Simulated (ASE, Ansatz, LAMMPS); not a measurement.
# Which site? a vacancy of Ge in germanene, 1 layer, Si on Ge sites (288 atoms): runs compared

Aim: make a vacancy of Ge at several sites of germanene, 1 layer, Si on Ge sites (288 atoms), relax each, and compare their energies.

Computed with Ansatz 0.2.0: Kohn-Sham DFT, PBE, PAW (set soft_2), plane waves.

## Step 1: The cell as built

The cell holds 288 atoms: 228 Ge and 60 Si. Cell: a = 50.294 Å, b = 50.294 Å, c = 16.680 Å, α = 90.0°, β = 90.0°, γ = 120.0°. It derives from Ge (germanene) and Si. 1 layer of germanene (a = 4.03 Å), 12 x 12 cells, biaxial strain +4 %; 16 Å of vacuum; 60 of 288 Ge replaced by Si at random; minimised with a classical potential. Vacuum lies along c.

What the set-up can't give: Only the Γ point is sampled, in a cell whose shortest periodic width is 44 Å.

## Step 2: The reference run

The reference is a single point at the end of the relaxation.

Every defect cell starts from the geometry of this run and is relaxed in the fixed cell.

Its input, with most atom lines left out:

```yaml
crystal:
  lattice:
    - [50.2944, 0.0, 0.0]
    - [-25.1472, 43.55623, 0.0]
    - [0.0, 0.0, 16.68]
  atoms:
    - { symbol: Ge, position: [0.02737, 0.05418, 0.51793] }
    - { symbol: Si, position: [0.05397, 0.02594, 0.48628] }
    - { symbol: Ge, position: [0.0272, 0.13798, 0.51914] }
    - { symbol: Ge, position: [0.05526, 0.11045, 0.47988] }
    - { symbol: Si, position: [0.0277, 0.2205, 0.51474] }
    - { symbol: Ge, position: [0.05622, 0.19414, 0.48299] }
    - { symbol: Ge, position: [0.02705, 0.30356, 0.51872] }
    [... atom lines 8 to 288 left out ...]
kpoints:
  mp_grid: { grid: [1, 1, 1] }
hamiltonian:
  xc: pbe
scf:
  occupations: { method: gaussian, width: 0.025 }
output:
  forces: true
  populations: true
  dos:
    method: { smearing: { sigma: 0.15 } }
    de: 0.1
    projected: { site_lists: { Ge: [Ge], Si: [Si] } }
  eigenvalues: true
  write_density: true
  write_potential: true
  volumetric_format: npy
  elf: true
```

* free energy per atom: -3532.0723 eV/atom
* r.m.s. force component: 0.00283 eV/Å

No gap is quoted, since levels at the Fermi energy are partly filled.

## Step 3: The runs

Each row is one run, on 1 × NVIDIA GB200 with 32 threads of Arm Neoverse V2, shared host. The free energy is the program's total, comparable only between runs with the same functional, potentials and atoms.

```tsv
run	atoms	outcome	ionic steps, all passes	free energy (eV)	time	host memory (GiB)	planned on the GPU (GiB)
Single point at the start	288	converged	-	-1017226.283	18 s	7.1	144
Relaxation	288	converged	6	-1017236.812	86 s	7.9	-
Single point at the relaxed geometry	288	converged	-	-1017236.812	42 s	15	147
Vacancy of Ge, site Ge288	287	converged	7	-1012939.206	3 min	7.8	-
Vacancy of Ge, site Ge35	287	converged	12	-1012939.989	4.9 min	7.9	-
Vacancy of Ge, site Ge213	287	converged	6	-1012939.742	2.7 min	7.9	-
Vacancy of Ge, site Ge165	287	converged	8	-1012939.514	3.6 min	7.8	-
Vacancy of Ge, site Ge7	287	converged	8	-1012939.949	3.3 min	7.8	-
```

The surroundings of site Ge35, the cheapest one, after relaxation: 12 atoms, nearest first, with positions taken from that point. Atoms keep their numbers of the cell before the removal, where the removed atom was number 35.

```tsv
atom	x	y	z	distance (Å)	bonds
Ge36	1.89	-1.07	-0.01	2.17	2
Ge12	-1.96	-1.20	-0.64	2.38	2
Ge38	0.01	2.33	-0.76	2.45	2
Ge33	2.12	-3.58	-0.11	4.17	3
Ge11	-4.18	-0.10	-0.14	4.18	3
Ge59	4.23	-0.12	-0.13	4.23	3
Ge61	2.03	3.72	-0.17	4.24	3
Ge37	-2.03	3.72	-0.18	4.24	3
Ge9	-2.26	-3.65	-0.17	4.30	3
Ge62	4.18	2.40	-0.49	4.84	3
Ge14	-4.18	2.42	-0.52	4.86	3
Ge10	-0.04	-4.85	-0.48	4.87	3
```

The column of bonds counts only the pairs Ge-Ge within 2.93 Å, Ge-Si within 2.88 Å, Si-Si within 2.77 Å; other neighbours, such as metal atoms beside each other in a compound, aren't counted, and periodic images can show an atom twice.

## Step 4: The sites compared

All these cells hold the same atoms, so their energies can be compared with no chemical potential.

```tsv
site	neighbours	mean distance (Å)	atoms within 6 Å	energy over the best site (eV)	before relaxation (eV)	gain on relaxing (eV)
Ge35	Ge3	2.53	12	0.00	0.00	0.34
Ge7	Ge3	2.51	12	0.04	0.06	0.37
Ge213	SiGe2	2.50	12	0.25	0.25	0.34
Ge165	Si2Ge	2.49	12	0.48	0.46	0.33
Ge288	Si3	2.45	12	0.78	0.76	0.32
```

Neighbours are those of the relaxed host within 2.93 Å (Ge-Ge), 2.88 Å (Ge-Si); other pairs aren't counted.

## Step 5: What came out

The cheapest site is Ge35 (3 neighbours, Ge3); the dearest, Ge288 (3 neighbours, Si3), costs 0.78 eV more. The make-up of the first shell tracks the energy: each Ge neighbour changes it by about -0.25 eV, over 4 kinds of shell. Sites with the same first shell differ by up to 0.04 eV, from their geometry, farther neighbours or both. Relaxation gains 0.32 to 0.37 eV and leaves the best site the same.

**Limits.** Defects are neutral and interact with their images. The defect cells ran without spin polarisation, so cut bonds can't carry moments. Only 5 of the 228 Ge sites were tried; unless symmetry makes the others alike to these, a cheaper one may exist.

The DFT runs together took 20 min of wall time.

[Logs are printed without paths, hosts, clocks, repeated set-up lines and the standing remarks that a program may print on its own settings, such as how far it seeks lower states.]

[Hosts, paths, dates, database ids (printed as entryN), source tags and the programs' standing remarks are cut or masked in the printed files.]
